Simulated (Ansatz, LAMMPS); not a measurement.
# Glassy 63ZnO-37GeO2 (mol %) (102 atoms): where an added charge goes

Does an extra electron or hole in glassy 63ZnO-37GeO2 (mol %) (102 atoms) stay spread out, or do the atoms trap it?

Method: Kohn-Sham DFT, PBE, PAW (set soft_1), plane waves; PAW set soft_1, in Ansatz 0.2.0.

## 1. The starting structure

The cell holds 102 atoms: 27 Zn, 16 Ge and 59 O. Cell: a = 11.178 Å, b = 11.178 Å, c = 11.178 Å, α = 90.0°, β = 90.0°, γ = 90.0°. 102 atoms (27 Zn, 16 Ge, 59 O) placed at random at 4.43 g/cm³, melted at 4000 K for 10 ps at fixed volume with the Morse and Coulomb pair potential with partial charges (Pedone, Malavasi, Menziani, Cormack and Segre, J. Phys. Chem. B 110, 11780 (2006)). Quenched from 4000 K to 300 K at 50 K/ps and fixed volume, held 10 ps at zero pressure, then minimised at fixed cell.

What the set-up can't give: The quench rate of 50 K/ps far exceeds what a furnace or splat quench reaches, so expect more defects and frozen-in strain than in a real sample. The network of bonds at the start is that of the classical potential that made the cell, and needn't be the one that DFT or experiment would give. The Brillouin zone is sampled at Γ only, in a cell whose shortest periodic width is 11 Å.

## 2. Single point at the start

The forces at the start show how far the geometry lies from a minimum of this functional.

input.yaml reads:

```yaml
crystal:
  lattice:
    - [11.17787, 0.0, 0.0]
    - [0.0, 11.17787, 0.0]
    - [0.0, 0.0, 11.17787]
  atoms:
    - { symbol: Zn, position: [0.41333, 0.29616, 0.2425] }
    - { symbol: Zn, position: [0.5357, 0.80023, 0.32437] }
    - { symbol: Zn, position: [0.77553, 0.52104, 0.07204] }
    - { symbol: Zn, position: [0.75978, 0.06455, 0.47162] }
    - { symbol: Zn, position: [0.39697, 0.1847, 0.50067] }
    - { symbol: Zn, position: [0.48569, 0.31203, 0.97836] }
    - { symbol: Zn, position: [0.79711, 0.82037, 0.63665] }
    - { symbol: Zn, position: [0.25826, 0.4936, 0.24371] }
    - { symbol: Zn, position: [0.23009, 0.87837, 0.23639] }
    - { symbol: Zn, position: [0.98238, 0.44276, 0.36348] }
    - { symbol: Zn, position: [0.06592, 0.03013, 0.09418] }
    - { symbol: Zn, position: [0.27, 0.37587, 0.45242] }
    - { symbol: Zn, position: [0.90288, 0.59671, 0.57261] }
    - { symbol: Zn, position: [0.65432, 0.29807, 0.39832] }
    - { symbol: Zn, position: [0.81511, 0.65103, 0.80313] }
    - { symbol: Zn, position: [0.01229, 0.23148, 0.95796] }
    - { symbol: Zn, position: [0.30621, 0.3277, 0.72845] }
    - { symbol: Zn, position: [0.57254, 0.71088, 0.56353] }
    - { symbol: Zn, position: [0.08914, 0.83669, 0.6255] }
    - { symbol: Zn, position: [0.58127, 0.12711, 0.22612] }
    - { symbol: Zn, position: [0.04195, 0.66616, 0.32333] }
    - { symbol: Zn, position: [0.71217, 0.57422, 0.3726] }
    - { symbol: Zn, position: [0.00866, 0.49122, 0.08182] }
    - { symbol: Zn, position: [0.13783, 0.19054, 0.32033] }
    - { symbol: Zn, position: [0.31568, 0.62416, 0.72612] }
    - { symbol: Zn, position: [0.0388, 0.93488, 0.37584] }
    - { symbol: Zn, position: [0.8417, 0.79936, 0.39392] }
    - { symbol: Ge, position: [0.71441, 0.38792, 0.82668] }
    - { symbol: Ge, position: [0.62056, 0.89814, 0.09727] }
    - { symbol: Ge, position: [0.08055, 0.51471, 0.82482] }
    - { symbol: Ge, position: [0.27195, 0.11713, 0.8692] }
    - { symbol: Ge, position: [0.71587, 0.11483, 0.91529] }
    - { symbol: Ge, position: [0.51667, 0.55429, 0.15626] }
    - { symbol: Ge, position: [0.52576, 0.44902, 0.60101] }
    - { symbol: Ge, position: [0.93692, 0.93423, 0.86349] }
    - { symbol: Ge, position: [0.88572, 0.29096, 0.59969] }
    - { symbol: Ge, position: [0.43125, 0.85347, 0.86423] }
    - { symbol: Ge, position: [0.90007, 0.78523, 0.10788] }
    - { symbol: Ge, position: [0.87318, 0.24859, 0.20435] }
    - { symbol: Ge, position: [0.57059, 0.99384, 0.67662] }
    - { symbol: Ge, position: [0.13323, 0.11683, 0.59747] }
    - { symbol: Ge, position: [0.28101, 0.69753, 0.4689] }
    - { symbol: Ge, position: [0.25168, 0.68543, 0.00163] }
    - { symbol: O, position: [0.24718, 0.31993, 0.28489] }
    - { symbol: O, position: [0.13658, 0.02472, 0.25484] }
    - { symbol: O, position: [0.96436, 0.89285, 0.01226] }
    - { symbol: O, position: [0.25638, 0.54892, 0.435] }
    - { symbol: O, position: [0.91212, 0.64048, 0.06339] }
    - { symbol: O, position: [0.5312, 0.86027, 0.97838] }
    - { symbol: O, position: [0.3477, 0.98375, 0.86795] }
    - { symbol: O, position: [0.15037, 0.12033, 0.96276] }
    - { symbol: O, position: [0.13481, 0.62327, 0.92247] }
    - { symbol: O, position: [0.56506, 0.94829, 0.23146] }
    - { symbol: O, position: [0.96194, 0.79918, 0.24686] }
    - { symbol: O, position: [0.34542, 0.72544, 0.87852] }
    - { symbol: O, position: [0.97054, 0.57995, 0.74309] }
    - { symbol: O, position: [0.68068, 0.03415, 0.0391] }
    - { symbol: O, position: [0.75029, 0.8167, 0.11099] }
    - { symbol: O, position: [0.22371, 0.81168, 0.0798] }
    - { symbol: O, position: [0.12185, 0.98251, 0.52851] }
    - { symbol: O, position: [0.59568, 0.39989, 0.72932] }
    - { symbol: O, position: [0.21283, 0.151, 0.72628] }
    - { symbol: O, position: [0.18636, 0.76756, 0.36591] }
    - { symbol: O, position: [0.4209, 0.75494, 0.44865] }
    - { symbol: O, position: [0.76761, 0.23044, 0.52093] }
    - { symbol: O, position: [0.9759, 0.26935, 0.31821] }
    - { symbol: O, position: [0.99609, 0.18474, 0.61482] }
    - { symbol: O, position: [0.87174, 0.97508, 0.38742] }
    - { symbol: O, position: [0.69363, 0.9575, 0.59396] }
    - { symbol: O, position: [0.04113, 0.39997, 0.92124] }
    - { symbol: O, position: [0.69154, 0.26692, 0.92197] }
    - { symbol: O, position: [0.82812, 0.33234, 0.73641] }
    - { symbol: O, position: [0.94126, 0.1573, 0.10242] }
    - { symbol: O, position: [0.75694, 0.5147, 0.89581] }
    - { symbol: O, position: [0.50434, 0.21256, 0.36865] }
    - { symbol: O, position: [0.67441, 0.74238, 0.41414] }
    - { symbol: O, position: [0.36075, 0.24497, 0.8733] }
    - { symbol: O, position: [0.9479, 0.41506, 0.53647] }
    [... 18 atom lines left out ...]
    - { symbol: O, position: [0.86028, 0.07028, 0.87254] }
    - { symbol: O, position: [0.44164, 0.46784, 0.25922] }
    - { symbol: O, position: [0.46574, 0.07246, 0.60572] }
    - { symbol: O, position: [0.94172, 0.77651, 0.5475] }
    - { symbol: O, position: [0.22667, 0.72419, 0.6111] }
    - { symbol: O, position: [0.73093, 0.65728, 0.64716] }
kpoints:
  mp_grid: { grid: [1, 1, 1] }
hamiltonian:
  xc: pbe
  pseudopotentials: { kind: paw, azcp: { folder: soft_1 } }
scf:
  occupations: { method: fixed }
output:
  forces: true
```

On the command line:

```
> ansatz run input.yaml --threads 4 --pin off --max-ram 8192MiB --backend cpu --events-out ev --progress --plain --runs-dir out
```

The log of the run:

```text
Engine: ansatz 0.2.0, x86_64-unknown-linux-gnu
Pseudopotentials: kind: paw
Pseudopotential: Zn, paw, valence charge 12, recommended cutoff 420 eV (normal), soft_1/Zn.paw.azcp
Pseudopotential: Ge, paw, valence charge 14, recommended cutoff 420 eV (normal), soft_1/Ge.paw.azcp
Pseudopotential: O, paw, valence charge 6, recommended cutoff 420 eV (normal), soft_1/O.paw.azcp
[... 5 lines on functional and potentials left out ...]
Crystal: 102 atoms, lattice volume = 1396.616 Å³
Basis set: ecut = 420 eV, 27201 PW (Γ), exchange–correlation on 150×150×150 points (8 copies of the dense FFT grid, shifted against one another)
Bands: 553, of which v1, the nominal top of the filled ones, is band 451 counted from 1 (450 counted from 0)
Symmetry: 1 space group operations
Space group: P1 (ITA 1), of the structure as read, at distance tolerance 1.1e-4 Å
k-points: 1
[... 7 lines on functional and potentials left out ...]
Initial density: superposition of atomic densities (chi_scale 0.1, normalization cell, long waves 55 % of neutral atoms (reshape's long-wave potential 1.55 eV rms, cloud 1.88 Å wide))
Initial wavefunctions: pseudopotential atomic-orbital guess
Functional: x = pbe(κ = 0.804, μ = 0.219515), c = pbe(β = 0.066725)
SCF iter   1: F=—  HF=-191833.647981 eV  |F-HF|=—  |Δ(HF+E_count)|=         —  Δρ=1.05e-1  dr2=1.02e2  ethr=3.10e-3  ⟨swp⟩=4.0  Hψ=1997  notcnv=0  defer=96
preconditioner: auto → Resta (q_TF=auto, 2.537 Å⁻¹)  ε∞=3.9  [insulator: Δε(μ)=1.638 eV  Ē_g=17.563 eV  n_scr=388 (ndim 8)  ℏωp=29.8 eV  f_vac=0.109  ε∞_Penn≈3.9]
SCF iter   2: F=—  HF=-191806.820377 eV  |F-HF|=—  |Δ(HF+E_count)|=    2.68e1  Δρ=3.38e-2  dr2=1.24e1  ethr=3.10e-3  ⟨swp⟩=3.0  Hψ=931  notcnv=0  defer=99
SCF iter   3: F=—  HF=-191803.107423 eV  |F-HF|=—  |Δ(HF+E_count)|=    3.71e0  Δρ=1.88e-2  dr2=4.36e0  ethr=1.38e-3  ⟨swp⟩=2.0  Hψ=906  notcnv=0  defer=96
SCF iter   4: F=—  HF=-191802.622678 eV  |F-HF|=—  |Δ(HF+E_count)|=   4.85e-1  Δρ=8.11e-3  dr2=6.07e-1  ethr=4.83e-4  ⟨swp⟩=3.0  Hψ=761  notcnv=0  defer=100
SCF iter   5: F=—  HF=-191802.763287 eV  |F-HF|=—  |Δ(HF+E_count)|=   1.41e-1  Δρ=3.75e-3  dr2=1.29e-1  ethr=6.73e-5  ⟨swp⟩=3.0  Hψ=923  notcnv=0  defer=100
SCF iter   6: F=—  HF=-191802.788063 eV  |F-HF|=—  |Δ(HF+E_count)|=   2.48e-2  Δρ=1.30e-3  dr2=2.00e-2  ethr=1.43e-5  ⟨swp⟩=3.0  Hψ=819  notcnv=0  defer=100
SCF iter   7: F=—  HF=-191802.790928 eV  |F-HF|=—  |Δ(HF+E_count)|=   2.87e-3  Δρ=6.14e-4  dr2=4.88e-3  ethr=2.22e-6  ⟨swp⟩=2.0  Hψ=876  notcnv=0  defer=100
SCF iter   8: F=—  HF=-191802.795463 eV  |F-HF|=—  |Δ(HF+E_count)|=   4.53e-3  Δρ=3.60e-4  dr2=1.51e-3  ethr=5.41e-7  ⟨swp⟩=2.0  Hψ=817  notcnv=0  defer=100
SCF iter   9: F=—  HF=-191802.795531 eV  |F-HF|=—  |Δ(HF+E_count)|=   6.83e-5  Δρ=1.62e-4  dr2=2.43e-4  ethr=1.67e-7  ⟨swp⟩=2.0  Hψ=912  notcnv=0  defer=98
SCF iter  10: F=—  HF=-191802.795576 eV  |F-HF|=—  |Δ(HF+E_count)|=   4.47e-5  Δρ=4.85e-5  dr2=3.26e-5  ethr=2.69e-8  ⟨swp⟩=2.0  Hψ=907  notcnv=0  defer=94
SCF iter  11: F=—  HF=-191802.793518 eV  |F-HF|=—  |Δ(HF+E_count)|=   2.06e-3  Δρ=5.04e-5  dr2=2.77e-5  ethr=3.61e-9  ⟨swp⟩=2.0  Hψ=1004  notcnv=0  defer=94
SCF iter  12: F=—  HF=-191802.793517 eV  |F-HF|=—  |Δ(HF+E_count)|=   8.24e-7  Δρ=1.16e-5  dr2=1.84e-6  ethr=3.07e-9  ⟨swp⟩=2.0  Hψ=910  notcnv=0  defer=94
SCF iter  13: F=—  HF=-191802.793519 eV  |F-HF|=—  |Δ(HF+E_count)|=   1.68e-6  Δρ=8.12e-6  dr2=6.29e-7  ethr=2.04e-10  ⟨swp⟩=2.0  Hψ=860  notcnv=0  defer=94
SCF iter  14: F=-191802.793519 eV  HF=-191802.793519 eV  |F-HF|=4.34e-8  |Δ(HF+E_count)|=   9.40e-8  Δρ=2.02e-6  dr2=6.59e-8  ethr=1.11e-11  ⟨swp⟩=3.0  Hψ=1914  notcnv=0
SCF 1 converged in 14 iterations: F = -191802.793519 eV  dr2 = 6.59e-8
  greatest PAW one-centre occupation: 0.999 electrons in one spin orbital (limit 2), on the Ge atom at site 34 (counted from 0), in its partial waves of l = 2
SCF converged after 14 iterations
Free energy (F): -191802.793519 eV
Harris-Foulkes:  -191802.793519 eV  (|F-HF|=4.34e-8)
Internal energy: -191802.793519 eV  (E = F + TS)
E sigma→0 (E₀):  -191802.793519 eV
Fermi energy:    5.809671 eV
--- Per-component energies (eV) ---
  E_band       = -3706.132865
  E_kinetic    = 15404.474871
  E_local      = -126611.380946  (includes V_loc(G=0)·N_el)
  E_nonlocal   = 29023.209484
  E_hartree    = 52569.565887
  E_xc         = -7422.549963
  E_vxc        = -7729.277251  (∫ρ·V_xc dr)
  E_paw        = -93287.489375  (= ΣΔE_a)
  E_vpaw       = -18932.334729  (= ΣTr[D̂ρ^β])
  E_aug_tail   = 0.039552  (compensation charges beyond the density's cutoff)
  E_ewald      = -61478.663029
  E_smearing   = -0.000000  (= −TS)
  E_closure    = 0.000000  (closes the sum)
  Σ components = -191802.793519   (vs F -191802.793519, Δ=0.00e0)
--- Forces (eV/Å), atoms counted from 1 ---
  atom   1  Zn     0.29438640     0.33835171    -0.94516386
  atom   2  Zn    -0.28264653    -0.67584587    -0.62289734
  atom   3  Zn    -1.34759452    -0.04734582     0.55976462
  atom   4  Zn     1.01211688     0.07072919     0.25032996
  atom   5  Zn     0.96577008    -1.06658565     0.14211281
  atom   6  Zn     0.00436670     0.56338578     1.15797537
  atom   7  Zn    -0.02695563     0.76303316     0.13803297
  atom   8  Zn     0.30280283     1.07624253    -0.66993006
  atom   9  Zn     0.25514060    -0.99582533    -0.88265872
  atom  10  Zn    -0.17354259    -0.78124007     0.00332996
  atom  11  Zn     0.01324311    -0.42117422     0.07083864
  atom  12  Zn    -0.08189662     1.09126779     0.10264966
  atom  13  Zn    -0.05937726    -0.40031830    -0.01133027
  atom  14  Zn     0.07105316     0.49067321     0.37920068
[...]
atom 101  O     -0.58502835     0.49571846     1.65511036
  atom 102  O     -0.00465321    -0.11027216    -0.13450662
  max |Σ_I F_I| component: 2.46e-5 eV/Å
```

It took 53 s on 4 threads of Intel Xeon Platinum 8488C (Sapphire Rapids), shared host; peak memory 2.2 GiB; 2.7 min of CPU time.

In the SCF lines HF is the Harris–Foulkes energy and dr2 the Hartree energy of the density residual, in eV; the loop may stop once dr2 is under the threshold and the program's other checks hold. Hψ counts applications of the Hamiltonian.

The r.m.s. force at the start is 0.83 eV/Å.

## 3. Relaxation

The atoms are relaxed in the fixed cell, aiming at the force tolerance of the input.

input.yaml reads:

```yaml
crystal:
  lattice:
    - [11.17787, 0.0, 0.0]
    - [0.0, 11.17787, 0.0]
    - [0.0, 0.0, 11.17787]
  atoms:
    [... the 102 atom lines of step 2 ...]
kpoints:
  mp_grid: { grid: [1, 1, 1] }
hamiltonian:
  xc: pbe
  pseudopotentials: { kind: paw, azcp: { folder: soft_1 } }
scf:
  occupations: { method: fixed }
output:
  forces: true
relax:
  f_tol: 0.05
  max_steps: 120
```

The log of the run:

```text
[...]
Crystal: 102 atoms, lattice volume = 1396.616 Å³
Basis set: ecut = 420 eV, 27201 PW (Γ), exchange–correlation on 150×150×150 points (8 copies of the dense FFT grid, shifted against one another)
Bands: 553, of which v1, the nominal top of the filled ones, is band 451 counted from 1 (450 counted from 0)
Symmetry: 1 space group operations
[...]
k-points: 1
[...]
SCF iter   1: F=—  HF=-191833.647980 eV  |F-HF|=—  |Δ(HF+E_count)|=         —  Δρ=1.05e-1  dr2=1.02e2  ethr=3.10e-3  ⟨swp⟩=4.0  Hψ=1997  notcnv=0  defer=96
[...]
SCF iter   9: F=—  HF=-191802.793416 eV  |F-HF|=—  |Δ(HF+E_count)|=   6.95e-5  Δρ=1.62e-4  dr2=2.45e-4  ethr=1.66e-7  ⟨swp⟩=2.0  Hψ=912  notcnv=0  defer=100
SCF iter  10: F=-191802.793505 eV  HF=-191802.793469 eV  |F-HF|=3.63e-5  |Δ(HF+E_count)|=   5.31e-5  Δρ=4.85e-5  dr2=3.25e-5  ethr=6.93e-9  ⟨swp⟩=3.0  Hψ=1975  notcnv=0
SCF 1 converged in 10 iterations: F = -191802.793505 eV  dr2 = 3.25e-5
[...]
relax step   1: F+E_penalty+E_count = -191802.79350546 eV  Δ(F+E_penalty+E_count) = +0.000e0 eV  max|allowed force component| = 2.522e0 eV/Å  Δτ_max = 0.0000 Å  (10 SCF iters, dr2 threshold 6.25e-5 eV, accepted)
[...]
relax step   2: F+E_penalty+E_count = -191806.31840204 eV  Δ(F+E_penalty+E_count) = -3.525e0 eV  max|allowed force component| = 1.272e0 eV/Å  Δτ_max = 0.1120 Å  (7 SCF iters, dr2 threshold 1.00e-4 eV, accepted)
[...]
relax step   3: F+E_penalty+E_count = -191808.47858621 eV  Δ(F+E_penalty+E_count) = -2.160e0 eV  max|allowed force component| = 5.133e-1 eV/Å  Δτ_max = 0.1941 Å  (8 SCF iters, dr2 threshold 1.00e-4 eV, accepted)
relax step   4: F+E_penalty+E_count = -191808.96413979 eV  Δ(F+E_penalty+E_count) = -4.856e-1 eV  max|allowed force component| = 2.809e-1 eV/Å  Δτ_max = 0.2000 Å  (8 SCF iters, dr2 threshold 4.29e-5 eV, accepted)
relax step   5: F+E_penalty+E_count = -191809.08124868 eV  Δ(F+E_penalty+E_count) = -1.171e-1 eV  max|allowed force component| = 4.605e-1 eV/Å  Δτ_max = 0.1944 Å  (8 SCF iters, dr2 threshold 1.29e-5 eV, accepted)
relax step   6: F+E_penalty+E_count = -191809.27235146 eV  Δ(F+E_penalty+E_count) = -1.911e-1 eV  max|allowed force component| = 2.850e-1 eV/Å  Δτ_max = 0.2000 Å  (7 SCF iters, dr2 threshold 6.35e-5 eV, accepted)
relax step   7: F+E_penalty+E_count = -191809.34332763 eV  Δ(F+E_penalty+E_count) = -7.098e-2 eV  max|allowed force component| = 3.879e-1 eV/Å  Δτ_max = 0.1652 Å  (8 SCF iters, dr2 threshold 3.11e-5 eV, accepted)
relax step   8: F+E_penalty+E_count = -191809.42349779 eV  Δ(F+E_penalty+E_count) = -8.017e-2 eV  max|allowed force component| = 1.733e-1 eV/Å  Δτ_max = 0.2000 Å  (7 SCF iters, dr2 threshold 5.76e-5 eV, accepted)
relax step   9: F+E_penalty+E_count = -191809.43997028 eV  Δ(F+E_penalty+E_count) = -1.647e-2 eV  max|allowed force component| = 1.481e-1 eV/Å  Δτ_max = 0.2000 Å  (8 SCF iters, dr2 threshold 5.99e-6 eV, accepted)
relax step  10: F+E_penalty+E_count = -191809.45645247 eV  Δ(F+E_penalty+E_count) = -1.648e-2 eV  max|allowed force component| = 1.018e-1 eV/Å  Δτ_max = 0.0318 Å  (7 SCF iters, dr2 threshold 4.38e-6 eV, accepted)
relax step  11: F+E_penalty+E_count = -191809.49526736 eV  Δ(F+E_penalty+E_count) = -3.881e-2 eV  max|allowed force component| = 1.314e-1 eV/Å  Δτ_max = 0.2000 Å  (8 SCF iters, dr2 threshold 4.89e-6 eV, accepted)
relax step  12: F+E_penalty+E_count = -191809.52749792 eV  Δ(F+E_penalty+E_count) = -3.223e-2 eV  max|allowed force component| = 2.137e-1 eV/Å  Δτ_max = 0.1949 Å  (7 SCF iters, dr2 threshold 8.16e-6 eV, accepted)
relax step  13: F+E_penalty+E_count = -191809.55570480 eV  Δ(F+E_penalty+E_count) = -2.821e-2 eV  max|allowed force component| = 1.002e-1 eV/Å  Δτ_max = 0.2000 Å  (7 SCF iters, dr2 threshold 4.57e-5 eV, accepted)
relax step  14: F+E_penalty+E_count = -191809.56204021 eV  Δ(F+E_penalty+E_count) = -6.335e-3 eV  max|allowed force component| = 1.502e-1 eV/Å  Δτ_max = 0.0355 Å  (9 SCF iters, accepted)
relax step  15: F+E_penalty+E_count = -191809.56450339 eV  Δ(F+E_penalty+E_count) = -2.463e-3 eV  max|allowed force component| = 7.911e-2 eV/Å  Δτ_max = 0.1232 Å  (8 SCF iters, dr2 threshold 4.96e-6 eV, accepted)
relax step  16: F+E_penalty+E_count = -191809.56885017 eV  Δ(F+E_penalty+E_count) = -4.347e-3 eV  max|allowed force component| = 5.086e-2 eV/Å  Δτ_max = 0.0519 Å  (9 SCF iters, accepted)
[...]
relax step  17: F+E_penalty+E_count = -191809.57087166 eV  Δ(F+E_penalty+E_count) = -2.021e-3 eV  max|allowed force component| = 1.968e-2 eV/Å  Δτ_max = 0.0219 Å  (9 SCF iters, accepted)
SCF converged after 9 iterations
Free energy (F): -191809.570872 eV
[...]
Internal energy: -191809.570872 eV  (E = F + TS)
E sigma→0 (E₀):  -191809.570872 eV
Fermi energy:    5.395140 eV
[...]
Σ components = -191809.570872   (vs F -191809.570872, Δ=0.00e0)
--- Forces (eV/Å), atoms counted from 1 ---
  atom   1  Zn     0.00306351    -0.00720991    -0.00948825
  atom   2  Zn    -0.00193651     0.00548853    -0.00759422
  atom   3  Zn     0.01706925    -0.01200432     0.00315290
  atom   4  Zn    -0.00069802     0.00366076     0.00148401
[...]
atom 102  O      0.00192511     0.00004023    -0.00089119
  max |Σ_I F_I| component: 5.00e-5 eV/Å
--- Relaxed structure (17 steps of the walk, 17 accepted, 0 SCFs on fresh bases) ---
  F+E_penalty+E_count = -191809.57087166 eV   max|allowed force component| = 1.968e-2 eV/Å
  atoms:
    - { symbol: Zn, position: [0.415483, 0.312669, 0.250010] }
    - { symbol: Zn, position: [0.507967, 0.797427, 0.327033] }
    - { symbol: Zn, position: [0.719280, 0.486698, 0.058178] }
    - { symbol: Zn, position: [0.811646, 0.077433, 0.489391] }
[...]
- { symbol: O, position: [0.754065, 0.654726, 0.646224] }
```

It took 7.1 min on 4 threads; peak memory 2.3 GiB; 26 min of CPU time.

The relaxation converged after 17 steps, 6.78 eV below its start, with a largest force component of 0.020 eV/Å.

(Part 1 of 4 ends here.)

[Long decimals in the printed logs are rounded to 6 places.]

[Logs are printed without paths, hosts, clocks, repeated set-up lines and the standing remarks that a program may print on its own settings, such as how far it seeks lower states.]

[Hosts, paths, dates, database ids (printed as entryN), source tags and the programs' standing remarks are cut or masked in the printed files.]
